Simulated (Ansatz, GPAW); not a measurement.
# A 5-layer slab of Ba(100): work function by functional and basis, part 3 of 3

Wanted: work functions and dipole of a 5-layer slab of Ba(100), with the cost of each level.

GPAW 26.7.0 and Ansatz 0.2.0; Ansatz plane waves; slab in vacuum with a dipole correction, relaxation; PAW set soft_1 (the session's first sound run).

So far, upper work function (eV): step 2 (relaxing the atoms, PBE) 2.36; step 5 (self-consistent run: xc = "revPBE") 2.26; step 6 (self-consistent run: xc = "RPBE") 2.25; step 7 (real-space grid: mode = "fd", PBE, GPAW) 2.35; step 8 (atomic orbitals: mode = "lcao", PBE, GPAW) 2.33.

### 10. A second plane-wave code

A second program with its own datasets checks the number independently.

This step: Ansatz plane waves; slab in vacuum with a dipole correction; PAW set soft_1 (Ansatz 0.2.0).

Input file input.yaml:

```yaml
crystal:
  lattice:
    - [5.02, 0.0, 0.0]
    - [0.0, 5.02, 0.0]
    - [0.0, 0.0, 26.04]
  atoms:
    - { symbol: Ba, position: [0.0, 0.0, 0.3072196621] }
    - { symbol: Ba, position: [0.5, 0.5, 0.403609831] }
    - { symbol: Ba, position: [0.0, 0.0, 0.4977698728] }
    - { symbol: Ba, position: [0.5, 0.5, 0.5924847447] }
    - { symbol: Ba, position: [0.0, 0.0, 0.6935095634] }
kpoints:
  mp_grid: { grid: [6, 6, 1] }
hamiltonian:
  xc: pbe
  pseudopotentials: { kind: paw, azcp: { folder: soft_1 } }
scf:
  occupations: { method: fermi_dirac, width: 0.1 }
efield:
  axis: 3
  dipole_correction: true
  ramp_width: 0.05
output:
  forces: true
  write_potential: true
  write_density: true
  volumetric_format: npy
  elf: true
```

On the command line:

```sh
ansatz run input.yaml --threads 4 --pin off --max-ram 8192MiB --backend cpu --events-out ev --progress --plain --runs-dir out
```

Numbers of over 12 decimals in the logs are rounded to 6 here.

What it wrote:

```text
[...]
Crystal: 5 atoms, lattice volume = 656.218 Å³
Basis set: ecut = 420 eV, 12859 PW (Γ), exchange–correlation on 72×72×360 points (8 copies of the dense FFT grid, shifted against one another)
Bands: 30, of which v1, the nominal top of the filled ones, is band 25 counted from 1 (24 counted from 0)
Symmetry: 8 space group operations
[...]
k-points: 10 of 36
[...]
SCF iter   1: F=—  HF=-29748.887510 eV  |F-HF|=—  |Δ(HF+E_count)|=         —  Δρ=7.46e-3  dr2=1.54e1  ethr=3.10e-3  p=-0.000 e·Å  D=-1.22e-8 V/Å  ΔV_dip=0.00 eV  dr2_dipole=1.26e-1  V_vac-E_F(+/−)=4.75/4.75 eV  ⟨swp⟩=14.7  Hψ=4689  notcnv=0
[...]
SCF iter  10: F=-29747.609469 eV  HF=-29747.609469 eV  |F-HF|=5.21e-8  |Δ(HF+E_count)|=   8.21e-8  Δρ=1.28e-6  dr2=6.04e-8  ethr=2.00e-10  p=0.002 e·Å  D=5.09e-4 V/Å  ΔV_dip=-0.01 eV  dr2_dipole=2.27e-9  V_vac-E_F(+/−)=2.36/2.37 eV  ⟨swp⟩=15.8  Hψ=3484  notcnv=0
SCF 1 converged in 10 iterations: F = -29747.609469 eV  dr2 = 6.04e-8
[...]
SCF converged after 10 iterations
Free energy (F): -29747.609469 eV
[...]
Internal energy: -29747.323135 eV  (E = F + TS)
E sigma→0 (E₀):  -29747.466302 eV
Entropy (-TS):   -0.286334 eV (-57.267 meV/atom)
Fermi energy:    1.676264 eV
Dipole field:    D = 0.000474 V/Å  (p = 0.001719 e·Å, saw-weighted, corrected)
Work function:   Φ+ = 2.3579 eV   Φ− = 2.3703 eV
[...]
--- Forces (eV/Å), atoms counted from 1 ---
  atom   1  Ba    -0.00000000     0.00000000    -0.07361133
  atom   2  Ba     0.00000000     0.00000000     0.07484207
  atom   3  Ba     0.00000000     0.00000000     0.00113207
  atom   4  Ba    -0.00000000     0.00000000     0.00263045
  atom   5  Ba     0.00000000     0.00000000    -0.00498085
  max |Σ_I F_I| component: 1.24e-5 eV/Å
--- Band table (eV; the first three rows and the last of 10) ---
  k-point 0: bands = [... 21 lower, -0.3078, 0.4790, 1.1763, 1.2500, 1.2579, 1.6314, 2.2420, 2.3725, ... 6 higher]
  k-point 1: bands = [... 21 lower, -0.1043, 0.6176, 1.2543, 1.3504, 1.4283, 1.7439, 2.2082, 2.4132, ... 6 higher]
  k-point 2: bands = [... 21 lower, 0.3981, 0.8379, 1.1962, 1.3980, 1.7475, 2.0595, 2.2653, 2.4459, ... 6 higher]
  k-point 9: bands = [... 21 lower, 1.0171, 1.5290, 1.6349, 2.0035, 2.0696, 2.0696, 2.1773, 2.1773, ... 6 higher]
```

Run time: 10 s. Hardware: 4 threads of Arm Neoverse V1, shared host; peak memory 0.95 GiB; 38 s of CPU time.

The column dr2 measures how far the density is from self-consistency, as an energy; F and HF (Harris–Foulkes) agree once it is small.

This step gave:

```
upper work function     : 2.358 eV
lower work function     : 2.370 eV
dipole along the normal : 0.001719 e·Å
dipole field            : 4.74e-4 V/Å
vacuum level above      : 4.034 eV
vacuum level below      : 4.047 eV
```

The electrostatic potential energy of an electron (with the applied field's), less the Fermi level, planar mean oscillates, so the rows of the table below give means over windows of 2.46 Å about each position, cut where the curve ends. Its maxima inside the range that stand out by 2 % of the span (Å: eV): 9.3: -0.624, 11.7: -0.740, 14.2: -0.724, 16.8: -0.269. Its minima: 8.0: -6.45, 10.6: -5.97, 13.0: -6.09, 15.5: -5.96, 18.1: -6.47.

Table of electrostatic potential energy of an electron (with the applied field's), less the Fermi level, planar mean by z; means over each step:

| z (Å) | electrostatic potential energy of an electron (with the applied field's), less the Fermi level, planar mean (eV) |
| --- | --- |
| 1.23 | 2.37 |
| 3.69 | 2.35 |
| 6.15 | 1.02 |
| 8.61 | -3.47 |
| 11.07 | -3.33 |
| 13.53 | -3.39 |
| 15.99 | -3.06 |
| 18.45 | -3.11 |
| 20.91 | 2.09 |
| 23.37 | 2.35 |
| 25.83 | 2.36 |

Table of valence density, planar mean by z:

```csv
z (Å),"valence density, planar mean (e/Å³)"
2.0,1.0e-5
2.5,2.5e-5
3.0,6.1e-5
3.5,1.5e-4
4.0,3.4e-4
4.5,7.7e-4
5.0,0.00170
5.5,0.00358
6.0,0.00758
6.5,0.0191
7.0,0.0740
7.5,0.185
8.0,0.213
8.5,0.191
9.0,0.0929
9.5,0.0946
10.0,0.195
10.5,0.220
11.0,0.197
11.5,0.0976
12.0,0.101
12.5,0.199
13.0,0.219
13.5,0.189
14.0,0.0897
14.5,0.107
15.0,0.202
15.5,0.218
16.0,0.183
16.5,0.0805
17.0,0.0806
17.5,0.182
18.0,0.212
18.5,0.192
19.0,0.0863
19.5,0.0221
20.0,0.00836
20.5,0.00399
21.0,0.00190
21.5,8.7e-4
22.0,3.8e-4
22.5,1.7e-4
23.0,7.0e-5
23.5,2.9e-5
24.0,1.2e-5
```

Force by atom:

```
atom  x (eV/Å)  y (eV/Å)  z (eV/Å)    size
 Ba1    0.0000    0.0000   -0.0736  0.0736
 Ba2    0.0000    0.0000    0.0748  0.0748
 Ba3    0.0000    0.0000    0.0011  0.0011
 Ba4    0.0000    0.0000    0.0026  0.0026
 Ba5    0.0000    0.0000   -0.0050  0.0050
```

Electrostatic potential energy in the ca plane at fractional y = 0.000, with atoms of Ba within 0.2 Å of it. With pseudopotentials it is smooth inside the atoms' cores, unlike the true potential.

Ten even steps from '0' (-57 eV) to '9' (4 eV), each cell a mean:
```
51000489999997400026899999973000268999999999
74223689999998632258999999986312578999999999
87667899999999876788999999998767889999999999
99889999999999998999999999999888999999999999
99999999999999999999999999999999999999999999
99999999999999999999999999999999999999999999
99999999999999999999999999999999999999999999
99999999999999999999999999999999999999999999
99999999999999999999999999999999999999999999
98888999999999888889999999998888899999999999
86446799999998754568999999987545789999999999
62002589999998510037899999974100478999999999
51000489999997300016899999873000268999999999
```
Columns run along c (16.0 Å, from fractional 0.27 to 0.89 of the cell; values clipped at the 3rd and 97th percentile), rows up along a (5.0 Å). Atoms in or near the plane, at fractional coordinates: Ba at (0.31, 0.00), Ba at (0.50, 0.00), Ba at (0.69, 0.00).

Valence density in the ca plane at fractional y = 0.000, with atoms of Ba within 0.2 Å of it. It is the smooth field of the valence electrons, not physical close to the nuclei.

Ten even steps from '0' (0.0 e/Å³) to '9' (1.3 e/Å³), each cell a mean:
```
69669720000003885794100000038857941000000000
37998410000001599962000000015999620000000000
12443100000000134420000000001344200000000000
00110000000000001100000000000010000000000000
00000000000000000000000000000000000000000000
00000000000000000000000000000000000000000000
00000000000000000000000000000000000000000000
00000000000000000000000000000000000000000000
00000000000000000000000000000000000000000000
01221000000000012210000000001122100000000000
25785200000001368741000000013687410000000000
49989610000002798983100000027989830000000000
69548820000003974595100000039746951000000000
```
Columns run along c (16.0 Å, from fractional 0.27 to 0.89 of the cell), rows up along a (5.0 Å). Atoms in or near the plane, at fractional coordinates: Ba at (0.31, 0.00), Ba at (0.50, 0.00), Ba at (0.69, 0.00).

ELF in the ca plane at fractional y = 0.000, with atoms of Ba within 0.2 Å of it. It is the smooth field of the valence electrons, not physical close to the nuclei.

Ten even steps from '0' (0.00) to '9' (0.87), each cell a mean:
```
98216951255227950298413651279503995100100000
89999831355215998996214652159989973000100000
47897411465311589862124663115898731001100000
12332113565421123311135665211233210011100000
11112245665542211112345555532111111221100000
44445566655555444445555556665443444432100000
55556666655555555555555556666555555432100000
22223456655544322233455556553322222322100000
11111124565431111111245565321111101111100000
25664212565311256631125664112566410001100000
79999621365213799984114652137999852000100000
99558941355216984698313652169847984100100000
97005961254228930189413651279301995100110000
```
Columns run along c (16.0 Å, from fractional 0.27 to 0.89 of the cell), rows up along a (5.0 Å). Atoms in or near the plane, at fractional coordinates: Ba at (0.31, 0.00), Ba at (0.50, 0.00), Ba at (0.69, 0.00).

The upper face's work function is 2.358 eV, against 2.356 eV in the first plane-wave PBE run at this geometry.

### 11. Side by side

Results and costs are gathered.

This step: comparison of work functions, dipole and cost; PAW set soft_1 (GPAW 26.7.0).

Ladder, by row:

```csv
step,code,"work function, upper (eV)","work function, lower (eV)",dipole (e Å),wall time (s),peak memory (GiB),threads
pw,GPAW,2.356,2.369,0.001821,235.9,0.36,1
optPBE-vdW,GPAW,2.529,2.545,0.002145,239.8,0.71,1
revPBE,GPAW,2.255,2.267,0.001665,263.1,0.36,1
RPBE,GPAW,2.252,2.264,0.001718,223.9,0.36,1
fd,GPAW,2.354,2.368,0.001834,1126,1.53,1
lcao,GPAW,2.329,2.342,0.001821,791.9,0.7,1
ansatz,Ansatz,2.358,2.37,0.001719,9.98,0.954,4
```

### 12. What came out

```
work function, upper and lower face : 2.356 and 2.369 eV
dipole along the normal             : 0.00182 e Å
```

In words: With plane waves and PBE the work function is 2.36 eV on the upper face and 2.37 eV on the lower. The measured value for polycrystalline Ba, which weights the faces of low work function, is 2.53 eV (as compiled in "Anisotropic work function of elemental crystals", 2019, arxiv:1902.07811); the relaxed upper face lies 0.17 eV under it with PBE, and optPBE-vdW comes nearest (2.53 eV). Measured work functions scatter by a tenth of an eV or more between methods. Over the sound runs of the table the upper face's work function spans 2.252 (RPBE) to 2.529 eV (optPBE-vdW). The two plane-wave codes differ by 0.0021 eV on the upper face. The small printed dipole stands for a step of -13 meV from the lower to the upper face, and the probes find -13 meV; values this small are near the numerical noise of both. The in-plane lattice was kept as typed, which isn't the functional's own and leaves some strain; spin-orbit coupling and temperature are left out.

[Logs are printed without paths, hosts, clocks, repeated set-up lines and the standing remarks that a program may print on its own settings, such as how far it seeks lower states.]

[Hosts, paths, dates, database ids (printed as entryN), source tags and the programs' standing remarks are cut or masked in the printed files.]
